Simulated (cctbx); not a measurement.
# Diagnosing a refinement

Cell a = 10.9490 Å, b = 10.9490 Å, c = 17.4490 Å, α = 90.00°, β = 90.00°, γ = 120.00°; space group P6_3/mcm (no. 193).

The data are simulated with cctbx, not measured: Mo Kα, λ = 0.71073 Å, to d = 0.77 Å, 70 % of the full sphere, strongest reflection 70000 counts, noise from counting, a 4 % proportional error and a noise floor of 15 counts (s.d.); no absorption, and some extinction, which the refinements don't model.

An anisotropic refinement with weights 1/σ² prints:

```text
Rint 0.037, 785 unique reflections to 0.77 A
cycle     R1     wR2    GooF  max shift (A)
   1  0.0833  0.2177  12.545   0.04350
   2  0.0839  0.2080  11.986   0.00007
final R1 0.0839 wR2 0.2080 GooF 11.986  parameters 46  data/parameter 17.1
atom        x        y        z      Ueq    occ   su(xyz)  su(Uiso or U11)
W1     0.00000  0.00000  0.50000   0.0200  1.000  0.00000  0.0009
W2     0.00000  0.73207  0.75000   0.0173  1.000  0.00015  0.0008
Tb1    0.46772  0.00000  0.40544   0.0181  1.000  0.00013  0.0006
Al1    0.00000  0.14847  0.75000   0.0318  1.000  0.00149  0.0076
Al2    0.33333  0.66667  0.62571   0.0288  1.000  0.00079  0.0039
Al3    0.59292  0.44346  0.25000   0.0286  1.000  0.00112  0.0050
Al4    0.25810  0.00000  0.96803   0.0339  1.000  0.00108  0.0047
Al5    0.15919  0.00000  0.38520   0.0287  1.000  0.00098  0.0037
Al6    0.15602  0.40016  0.65942   0.0361  1.000  0.00093  0.0043
difference map: max 26.85 min -1.80 rms 0.99
Q1    0.2460  0.4921  0.0000   12   27.61  2.69 A from Al4
Q2    0.0000  0.0000  0.0000    2    7.44  0.00 A from W1
Q3    0.0000  0.2543  0.2500    6    6.80  0.15 A from W2
Q4    0.0000  0.4749  0.0981   12    4.19  0.10 A from Tb1
Q5    0.0000  0.2480  0.5162   12    3.90  0.30 A from Al4
Q6    0.1539  0.5309  0.2500   12    2.50  0.31 A from Al3
```

Q: Accept it or mend it, and why?

Mend it. The fault: an atom left out, Al at (0.5084, 0.7542, 1/2). Against the right model at the same level, R1 goes from 0.0078 to 0.0839 and GooF from 0.98 to 11.99 and the top difference peak, 27.6 e/Å³, lies 2.69 Å from Al4. Q1 is the missing atom. With scattering power missing, scale and phases suffer, so peaks may also grow on the heavy atoms.

The compound is Tb6Al43W4. The right model at the same level gives:

```text
Rint 0.037, 785 unique reflections to 0.77 A
cycle     R1     wR2    GooF  max shift (A)
   1  0.0080  0.0172   0.997   0.00021
   2  0.0078  0.0169   0.979   0.00000
final R1 0.0078 wR2 0.0169 GooF 0.979  parameters 51  data/parameter 15.4
atom        x        y        z      Ueq    occ   su(xyz)  su(Uiso or U11)
W1     0.00000  0.00000  0.50000   0.0209  1.000  0.00000  0.0001
W2     0.00000  0.73220  0.75000   0.0188  1.000  0.00001  0.0001
Tb1    0.46790  0.00000  0.40540   0.0197  1.000  0.00001  0.0001
Al1    0.00000  0.14799  0.75000   0.0311  1.000  0.00011  0.0006
Al2    0.33333  0.66667  0.62705   0.0316  1.000  0.00006  0.0003
Al3    0.50846  0.75423  0.50000   0.0359  1.000  0.00010  0.0005
Al4    0.59405  0.44433  0.25000   0.0292  1.000  0.00009  0.0004
Al5    0.25624  0.00000  0.97022   0.0300  1.000  0.00008  0.0003
Al6    0.15856  0.00000  0.38467   0.0298  1.000  0.00008  0.0003
Al7    0.15502  0.39883  0.66063   0.0374  1.000  0.00008  0.0003
difference map: max 0.40 min -0.53 rms 0.11
Q1    0.0000  0.1738  0.0580   12    0.42  1.01 A from Al6
Q2    0.2258  0.6129  0.0000   12    0.42  1.45 A from Al3
Q3    0.0000  0.4279  0.2500    6    0.41  1.53 A from Al4
Q4    0.0783  0.2549  0.0060   24    0.41  1.07 A from Al5
Q5    0.1976  0.4143  0.7500   12    0.39  1.61 A from Al7
Q6    0.0000  0.0738  0.5693   12    0.39  1.45 A from W1
```

Isotropic U is held between 0.0001 and 1 Å² by the program, and listed peak heights are interpolated, so they can pass the grid's maximum.

The model was made for the exercise: a known structure type with other elements put in, its volume estimated, not relaxed; displacement parameters are assumed.

[Middle refinement cycles are left out of these outputs.]

[Logs are printed without paths, hosts, clocks, repeated set-up lines and the standing remarks that a program may print on its own settings, such as how far it seeks lower states.]
